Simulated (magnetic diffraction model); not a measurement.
**DyY₂ZnPb₁₀ below its ordering temperature**

Space group Immm (no. 71), a = 5.1280 Å, b = 10.3470 Å, c = 15.1540 Å.

```
site  atom    x       y       z
  8l    Pb    0  0.2729  0.1406
  8l    Pb    0  0.3604  0.3416
  4h    Pb  1/2  0.3179       0
  2a    Dy    0       0       0
  4i     Y  1/2     1/2  0.7928
  2d    Zn    0     1/2       0
```

This is a made-up structure (elements placed in a structure type, unrelaxed), so the numbers test the method and describe no known phase.

Only Dy is taken to order (form factors of Dy3+); orders and moment sizes are assumed, and not adapted to the symmetry. Radiation: neutrons of λ = 1.8 Å (absorption by Dy left out), 3° to 40°; isotropic B of 0.52 Å² (Pb), 0.47 Å² (Dy), 0.52 Å² (Y) and 0.56 Å² (Zn). The intensities are simulated: I ∝ L Σ (|F_N|² + |F_M⊥|²) for unpolarised neutrons, with F_M = 2.695 fm/μB × Σ f(s) S exp(2πi Q·r) exp(−B s²) at Q = H ± k (one set where k and −k are equivalent), only the part normal to Q counting and L = 1/(sin²θ cos θ). For collinear order S is the moment m, which repeats by lattice and centring translations R with the sign exp(−2πi k·R). Form factors are spin-only for 3d ions and dipole or tabulated for f ions, scattering lengths are Sears's of 1992, and absorption is left out. A label names one of the reflections at its angle. The strongest nuclear line in the range is 100, and lines under 0.2 are left out.

Above the ordering temperature:

```tsv
2θ (°)	index	I
12.09	(0 1 1)	6.6
13.64	(0 0 2)	0.9
20.04	(0 2 0)	4.4
21.36	(1 0 1)	0.2
22.59	(1 1 0)	0.6
22.87	(0 1 3)	0.4
24.32	(0 2 2)	0.9
26.49	(1 1 2)	9.5
27.48	(0 0 4)	1.0
28.97	(1 0 3)	5.2
29.45	(1 2 1)	3.9
31.05	(0 3 1)	3.8
34.25	(0 2 4)	32.5
35.47	(1 2 3)	100.0
35.87	(1 1 4)	43.5
36.66	(1 3 0)	30.4
36.84	(0 3 3)	32.0
39.29	(1 3 2)	21.7
```

Below it (cell unchanged):

| 2θ (°) | I |
| --- | --- |
| 12.09 | 40.3 |
| 13.64 | 0.9 |
| 20.04 | 13.1 |
| 21.36 | 13.8 |
| 22.59 | 13.9 |
| 22.87 | 2.9 |
| 24.32 | 8.7 |
| 26.49 | 23.2 |
| 27.48 | 1.0 |
| 28.97 | 9.0 |
| 29.45 | 17.9 |
| 31.05 | 10.1 |
| 34.25 | 34.3 |
| 35.47 | 106.3 |
| 35.87 | 47.3 |
| 36.05 | 0.5 |
| 36.66 | 34.9 |
| 36.84 | 35.0 |
| 39.29 | 28.3 |

**Question.** Find the propagation vector, then choose among these models:
A. collinear moments along [100], 9.3 μB on Dy
B. collinear moments along [010], 9.3 μB on Dy
C. collinear moments along [001], 9.3 μB on Dy

No line moves, and magnetic intensity falls on nuclear lines such as the one at 12.09°, so the magnetic cell equals the chemical primitive cell: k = 0.

Magnetic intensity, observed (below minus above) and for each model:

| 2θ (°) | index | observed | A | B | C |
| --- | --- | --- | --- | --- | --- |
| 12.09 | (0 1 1) | 33.7 | 49.4 | 15.7 | 33.7 |
| 13.64 | (0 0 2) | <0.2 | 19.3 | 19.3 | <0.2 |
| 20.04 | (0 2 0) | 8.6 | 8.6 | <0.2 | 8.6 |
| 21.36 | (1 0 1) | 13.5 | 1.6 | 15.1 | 13.5 |
| 22.59 | (1 1 0) | 13.3 | 2.6 | 10.7 | 13.3 |
| 22.87 | (0 1 3) | 2.5 | 13.0 | 10.5 | 2.5 |
| 24.32 | (0 2 2) | 7.8 | 11.4 | 3.6 | 7.8 |
| 26.49 | (1 1 2) | 13.8 | 7.8 | 16.1 | 13.8 |

Model C matches.

The absence at (0 0 2) is telling: Q lies along the moments there, so the part normal to Q vanishes.

The structure used: k = (0 0 0), collinear moments along [001], 9.3 μB on Dy.

[Logs are printed without paths, hosts, clocks, repeated set-up lines and the standing remarks that a program may print on its own settings, such as how far it seeks lower states.]
